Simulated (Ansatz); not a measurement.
# Work function of Os(0001): what the settings cost and change, part 2 of 2

How far do cutoff, k-mesh and smearing move the work function of Os(0001)?

Ansatz 0.2.0; plane-wave DFT, PBE, Ansatz PAW.

So far. Step 5 (Slab): The work function is 5.368 eV, +0.000 eV from the run “cutoff 420 eV”, at 1.7 times its CPU time. Step 6 (Run): The work function is 5.301 eV, -0.067 eV from the run “cutoff 420 eV”, at 0.094 times its CPU time.

## 7. Slab

The input, input.yaml:

```yaml
crystal:
  lattice:
    - [2.74, 0.0, 0.0]
    - [1.37, 2.3729096064, 0.0]
    - [0.0, 0.0, 30.97938]
  atoms:
    - { symbol: Os, position: [0.0, 0.0, 0.2905158205] }
    - { symbol: Os, position: [0.6666666667, 0.6666666667, 0.3603438803] }
    - { symbol: Os, position: [0.0, 0.0, 0.4301719402] }
    - { symbol: Os, position: [0.6666666667, 0.6666666667, 0.5] }
    - { symbol: Os, position: [0.0, 0.0, 0.5698280598] }
    - { symbol: Os, position: [0.6666666667, 0.6666666667, 0.6396561197] }
    - { symbol: Os, position: [0.0, 0.0, 0.7094841795] }
kpoints:
  mp_grid: { grid: [6, 6, 1] }
hamiltonian:
  xc: pbe
scf:
  occupations: { method: fermi_dirac, width: 0.1 }
  convergence: { dr2_threshold: 1.0e-09 }
efield:
  axis: 3
  dipole_correction: true
  ramp_position: 0.97
  ramp_width: 0.06
output:
  write_potential: true
  write_density: true
  volumetric_format: npy
```

Run with:

```console
$ ansatz run input.yaml --threads 2 --pin off --max-ram 3072MiB --backend cpu --events-out ev --progress --plain --runs-dir out
```

Numbers of over 12 decimals in the logs are rounded to 6 here.

The program printed:

```text
[...]
Crystal: 7 atoms, lattice volume = 201.421 Å³
Basis set: ecut = 420 eV, 3949 PW (Γ)
Bands: 68, of which v1, the nominal top of the filled ones, is band 56 counted from 1 (55 counted from 0)
Symmetry: 6 space group operations
k-points: 7 of 36 (time reversal used)
[...]
k-point 1: bands = [... 52 lower, 8.0273, 8.0984, 8.1929, 8.5546, 8.5600, 8.7947, 9.0623, 9.2791, ... 8 higher]
  k-point 2: bands = [... 52 lower, 8.8594, 9.6702, 10.2577, 10.2602, 10.2902, 10.4405, 10.5937, 10.6787, ... 8 higher]
  k-point 6: bands = [... 52 lower, 8.6240, 9.3395, 10.4300, 10.8385, 10.8531, 11.4266, 11.4493, 11.4800, ... 8 higher]
[key lines of the parts left out:]
SCF converged after 10 iterations
Free energy (F): -79689.450773 eV
Fermi energy:    10.114576 eV
Dipole field:    D = -0.000000 V/Å  (p = -0.000000 e·Å, saw-weighted, corrected)
Work function:   Φ+ = 5.2033 eV   Φ− = 5.2034 eV
```

It took 6.1 s on 2 threads of Arm Neoverse V2, shared host; peak memory 0.47 GiB.

The work function is 5.203 eV, -0.164 eV from the run “cutoff 420 eV”, at 0.19 times its CPU time.

## 8. Run

input.yaml: that of step 7 with these lines changed.

```diff
@@ -14,3 +14,3 @@
 kpoints:
-  mp_grid: { grid: [6, 6, 1] }
+  mp_grid: { grid: [11, 11, 1] }
 hamiltonian:
```

The program printed:

```text
[...]
Crystal: 7 atoms, lattice volume = 201.421 Å³
Basis set: ecut = 420 eV, 3949 PW (Γ)
Bands: 68, of which v1, the nominal top of the filled ones, is band 56 counted from 1 (55 counted from 0)
Symmetry: 6 space group operations
k-points: 16 of 121 (time reversal used)
[...]
k-point 0: bands = [... 52 lower, 7.7930, 7.7930, 8.4600, 8.7053, 8.7053, 9.3864, 9.3864, 9.8005, ... 8 higher]
  k-point 1: bands = [... 52 lower, 7.8700, 8.0472, 8.2138, 8.5423, 8.5914, 8.9980, 9.2870, 9.3216, ... 8 higher]
  k-point 2: bands = [... 52 lower, 8.1294, 8.1338, 8.2571, 8.6011, 8.7403, 8.9318, 9.0949, 9.3513, ... 8 higher]
  k-point 15: bands = [... 52 lower, 8.6875, 9.3995, 10.4763, 10.8407, 10.8442, 11.2848, 11.4709, 11.5579, ... 8 higher]
[key lines of the parts left out:]
SCF converged after 10 iterations
Free energy (F): -79689.456798 eV
Fermi energy:    9.937433 eV
Dipole field:    D = 0.000001 V/Å  (p = 0.000001 e·Å, saw-weighted, corrected)
Work function:   Φ+ = 5.3506 eV   Φ− = 5.3507 eV
```

Elapsed: 15 s, on 2 threads; peak memory 0.54 GiB; 29 s of CPU time.

The work function is 5.351 eV, -0.017 eV from the run “cutoff 420 eV”, at 0.46 times its CPU time.

## 9. Run

input.yaml: that of step 8 with these lines changed.

```diff
@@ -14,3 +14,3 @@
 kpoints:
-  mp_grid: { grid: [11, 11, 1] }
+  mp_grid: { grid: [26, 26, 1] }
 hamiltonian:
```

The program printed:

```text
[...]
Crystal: 7 atoms, lattice volume = 201.421 Å³
Basis set: ecut = 420 eV, 3949 PW (Γ)
Bands: 68, of which v1, the nominal top of the filled ones, is band 56 counted from 1 (55 counted from 0)
Symmetry: 6 space group operations
k-points: 70 of 676 (time reversal used)
[...]
k-point 0: bands = [... 52 lower, 7.7792, 7.7792, 8.4475, 8.6850, 8.6850, 9.3698, 9.3698, 9.8000, ... 8 higher]
  k-point 1: bands = [... 52 lower, 7.7556, 7.8251, 8.4169, 8.6489, 8.6572, 9.3232, 9.3479, 9.6809, ... 8 higher]
  k-point 2: bands = [... 52 lower, 7.8160, 7.9608, 8.2788, 8.5655, 8.5936, 9.1047, 9.2933, 9.4404, ... 8 higher]
  k-point 69: bands = [... 52 lower, 8.6376, 9.3466, 10.4361, 10.8241, 10.8338, 11.3410, 11.4639, 11.5014, ... 8 higher]
[key lines of the parts left out:]
SCF converged after 10 iterations
Free energy (F): -79689.447640 eV
Fermi energy:    9.935303 eV
Dipole field:    D = 0.000000 V/Å  (p = 0.000000 e·Å, saw-weighted, corrected)
Work function:   Φ+ = 5.3694 eV   Φ− = 5.3695 eV
```

Run time: 63 s. Hardware: 2 threads; peak memory 1.1 GiB.

The work function is 5.369 eV, +0.002 eV from the run “cutoff 420 eV”, at 2.0 times its CPU time.

## 10. Run

input.yaml: that of step 9 with these lines changed.

```diff
@@ -14,3 +14,3 @@
 kpoints:
-  mp_grid: { grid: [26, 26, 1] }
+  mp_grid: { grid: [17, 17, 1] }
 hamiltonian:
@@ -18,3 +18,3 @@
 scf:
-  occupations: { method: fermi_dirac, width: 0.1 }
+  occupations: { method: gaussian, width: 0.05 }
   convergence: { dr2_threshold: 1.0e-09 }
```

The program printed:

```text
[...]
Crystal: 7 atoms, lattice volume = 201.421 Å³
Basis set: ecut = 420 eV, 3949 PW (Γ)
Bands: 68, of which v1, the nominal top of the filled ones, is band 56 counted from 1 (55 counted from 0)
Symmetry: 6 space group operations
k-points: 33 of 289 (time reversal used)
[...]
k-point 0: bands = [... 52 lower, 7.7657, 7.7657, 8.4377, 8.6739, 8.6739, 9.3585, 9.3585, 9.7926, ... 8 higher]
  k-point 1: bands = [... 52 lower, 7.7492, 7.8727, 8.3502, 8.5978, 8.6136, 9.2215, 9.3100, 9.5916, ... 8 higher]
  k-point 2: bands = [... 52 lower, 7.9211, 8.0099, 8.1817, 8.4190, 8.5597, 8.7642, 9.1368, 9.2264, ... 8 higher]
  k-point 32: bands = [... 52 lower, 8.6310, 9.3429, 10.4302, 10.8124, 10.8179, 11.2874, 11.4395, 11.5007, ... 8 higher]
[key lines of the parts left out:]
SCF converged after 10 iterations
Free energy (F): -79689.351979 eV
Fermi energy:    9.951179 eV
Dipole field:    D = -0.000000 V/Å  (p = -0.000001 e·Å, saw-weighted, corrected)
Work function:   Φ+ = 5.3666 eV   Φ− = 5.3666 eV
```

Wall time 30 s (2 threads); peak memory 0.73 GiB.

The work function is 5.367 eV, -0.001 eV from the run “cutoff 420 eV”, at 0.96 times its CPU time.

## 11. Slab

input.yaml: that of step 10 with these lines changed.

```diff
@@ -18,3 +18,3 @@
 scf:
-  occupations: { method: gaussian, width: 0.05 }
+  occupations: { method: methfessel_paxton, width: 0.2 }
   convergence: { dr2_threshold: 1.0e-09 }
```

The program printed:

```text
[...]
Crystal: 7 atoms, lattice volume = 201.421 Å³
Basis set: ecut = 420 eV, 3949 PW (Γ)
Bands: 68, of which v1, the nominal top of the filled ones, is band 56 counted from 1 (55 counted from 0)
Symmetry: 6 space group operations
k-points: 33 of 289 (time reversal used)
[...]
k-point 0: bands = [... 52 lower, 7.7657, 7.7657, 8.4356, 8.6690, 8.6690, 9.3563, 9.3563, 9.7954, ... 8 higher]
  k-point 1: bands = [... 52 lower, 7.7506, 7.8725, 8.3477, 8.5936, 8.6092, 9.2209, 9.3079, 9.5925, ... 8 higher]
  k-point 2: bands = [... 52 lower, 7.9203, 8.0081, 8.1804, 8.4175, 8.5577, 8.7652, 9.1366, 9.2248, ... 8 higher]
  k-point 32: bands = [... 52 lower, 8.6288, 9.3410, 10.4286, 10.8139, 10.8196, 11.2805, 11.4346, 11.4960, ... 8 higher]
[key lines of the parts left out:]
SCF converged after 10 iterations
Free energy (F): -79689.350398 eV
Fermi energy:    9.937445 eV
Dipole field:    D = 0.000000 V/Å  (p = 0.000001 e·Å, saw-weighted, corrected)
Work function:   Φ+ = 5.3817 eV   Φ− = 5.3817 eV
```

Run time: 30 s. Hardware: 2 threads; peak memory 0.73 GiB; 60 s of CPU time.

The work function is 5.382 eV, +0.014 eV from the run “cutoff 420 eV”, at 0.95 times its CPU time.

## 12. Run

input.yaml: that of step 11 with these lines changed.

```diff
@@ -18,3 +18,3 @@
 scf:
-  occupations: { method: methfessel_paxton, width: 0.2 }
+  occupations: { method: fermi_dirac, width: 0.3 }
   convergence: { dr2_threshold: 1.0e-09 }
```

The program printed:

```text
band count auto-derived: 74 (N_el = 112.0; filled up to band 56; 68 by the electrons, moments and atoms)
[...]
Crystal: 7 atoms, lattice volume = 201.421 Å³
Basis set: ecut = 420 eV, 3949 PW (Γ)
Bands: 74, of which v1, the nominal top of the filled ones, is band 56 counted from 1 (55 counted from 0)
Symmetry: 6 space group operations
[...]
k-point 0: bands = [... 52 lower, 7.8124, 7.8124, 8.4727, 8.7221, 8.7221, 9.4102, 9.4102, 9.8134, ... 14 higher]
  k-point 1: bands = [... 52 lower, 7.7968, 7.9195, 8.3915, 8.6441, 8.6613, 9.2659, 9.3614, 9.6249, ... 14 higher]
  k-point 2: bands = [... 52 lower, 7.9722, 8.0566, 8.2290, 8.4616, 8.6053, 8.8027, 9.1747, 9.2765, ... 14 higher]
  k-point 32: bands = [... 52 lower, 8.6846, 9.3941, 10.4826, 10.8674, 10.8728, 11.3366, 11.4902, 11.5509, ... 14 higher]
[key lines of the parts left out:]
SCF converged after 10 iterations
Free energy (F): -79690.183383 eV
Fermi energy:    9.961487 eV
Dipole field:    D = -0.000000 V/Å  (p = -0.000000 e·Å, saw-weighted, corrected)
Work function:   Φ+ = 5.3142 eV   Φ− = 5.3142 eV
```

The job ended after 34 s (2 threads; peak memory 0.78 GiB).

The work function is 5.314 eV, -0.053 eV from the run “cutoff 420 eV”, at 1.1 times its CPU time.

## 13. Slab

input.yaml: that of step 12 with these lines changed.

```diff
@@ -18,3 +18,3 @@
 scf:
-  occupations: { method: fermi_dirac, width: 0.3 }
+  occupations: { method: cold, width: 0.1 }
   convergence: { dr2_threshold: 1.0e-09 }
```

The program printed:

```text
[...]
Crystal: 7 atoms, lattice volume = 201.421 Å³
Basis set: ecut = 420 eV, 3949 PW (Γ)
Bands: 68, of which v1, the nominal top of the filled ones, is band 56 counted from 1 (55 counted from 0)
Symmetry: 6 space group operations
k-points: 33 of 289 (time reversal used)
[...]
k-point 0: bands = [... 52 lower, 7.7621, 7.7621, 8.4344, 8.6679, 8.6679, 9.3540, 9.3540, 9.7935, ... 8 higher]
  k-point 1: bands = [... 52 lower, 7.7468, 7.8689, 8.3461, 8.5923, 8.6078, 9.2184, 9.3055, 9.5905, ... 8 higher]
  k-point 2: bands = [... 52 lower, 7.9172, 8.0055, 8.1771, 8.4154, 8.5553, 8.7626, 9.1346, 9.2223, ... 8 higher]
  k-point 32: bands = [... 52 lower, 8.6261, 9.3384, 10.4260, 10.8104, 10.8161, 11.2802, 11.4333, 11.4947, ... 8 higher]
[key lines of the parts left out:]
SCF converged after 9 iterations
Free energy (F): -79689.350951 eV
Fermi energy:    9.945093 eV
Dipole field:    D = -0.000002 V/Å  (p = -0.000002 e·Å, saw-weighted, corrected)
Work function:   Φ+ = 5.3767 eV   Φ− = 5.3766 eV
```

The job ended after 30 s (2 threads; peak memory 0.73 GiB).

The work function is 5.377 eV, +0.009 eV from the run “cutoff 420 eV”, at 0.94 times its CPU time.

## 14. The series together

Times are for 2 threads of Arm Neoverse V2, shared host. The runs compared:

```csv
no.,setting,"work function, upper face (eV)",time,memory (GiB)
1,cutoff 200 eV,5.797,14 s,0.42
2,cutoff 300 eV,5.378,22 s,0.53
3,cutoff 420 eV,5.368,31 s,0.73
4,cutoff 600 eV,5.368,53 s,1.1
5,mesh 3x3,5.301,3.1 s,0.42
6,mesh 6x6,5.203,6.1 s,0.47
7,mesh 11x11,5.351,15 s,0.54
8,mesh 26x26,5.369,63 s,1.1
9,Gaussian smearing 0.05 eV,5.367,30 s,0.73
10,methfessel_paxton smearing 0.2 eV,5.382,30 s,0.73
11,fermi_dirac smearing 0.3 eV,5.314,34 s,0.78
12,cold smearing 0.1 eV,5.377,30 s,0.73
```

## 15. A changed input

An input spoilt on purpose, to show how the run answers: it repeats the earlier run “cutoff 200 eV” with scf.mixing to algorithm: broyden, beta: 1.5, ndim: 1, preconditioner: none, and scf.max_iter set to 75; its output block differs too.

input.yaml: that of step 13 with these lines changed.

```diff
@@ -18,4 +18,6 @@
 scf:
-  occupations: { method: cold, width: 0.1 }
+  occupations: { method: fermi_dirac, width: 0.1 }
   convergence: { dr2_threshold: 1.0e-09 }
+  mixing: { algorithm: broyden, beta: 1.5, ndim: 1, preconditioner: none }
+  max_iter: 75
 efield:
@@ -25,2 +27,4 @@
   ramp_width: 0.06
+basis:
+  ecutwfc: "200 eV"
 output:
```

The program printed:

```text
Error: invalid value for `scf.mixing.beta`: must be finite and in (0, 1]; got 1.5
```

Run time: 0.01 s. Hardware: 2 threads; peak memory 0.06 GiB.

The input was rejected at the start.

The program's message: “Error: invalid value for `scf.mixing.beta`: must be finite and in (0, 1]; got 1.5”

The fault put into the input: mixing far too strong.

## 16. What came out

| Item | Value |
| --- | --- |
| work function, cutoff 200 eV | 5.797 eV |
| work function, cutoff 420 eV | 5.368 eV |
| work function, cutoff 600 eV | 5.368 eV |
| work function, mesh 6x6 | 5.203 eV |

In words: The run at the highest cutoff gives 5.37 eV, and the settings tried spread the value from 5.20 to 5.80 eV. Against 600 eV, a cutoff of 200 eV is off by +0.429 eV. Against 600 eV, a cutoff of 420 eV is off by -0.000 eV. Against the finest mesh, 26 points along a, the coarser ones are off by -0.07 (3), -0.17 (6) and -0.02 (11) eV. The smearing schemes and widths spread it over 0.07 eV. The program marks the value as in doubt in “cutoff 200 eV”. The ladder's slabs use the tabulated experimental lattice constant (two decimals; a low-temperature value for the alkali metals). In 1 run of the series (cutoff 200 eV) the program warns that electrons reach the sawtooth's ramp, which makes dipole and work function less sure.

[Logs are printed without paths, hosts, clocks, repeated set-up lines and the standing remarks that a program may print on its own settings, such as how far it seeks lower states.]

[Hosts, paths, dates, database ids (printed as entryN), source tags and the programs' standing remarks are cut or masked in the printed files.]

[Maps of the electrostatic potential energy from Ansatz leave out the sawtooth potential of an applied field or a dipole correction, so their vacuum need not be flat; planar profiles and work functions include it.]
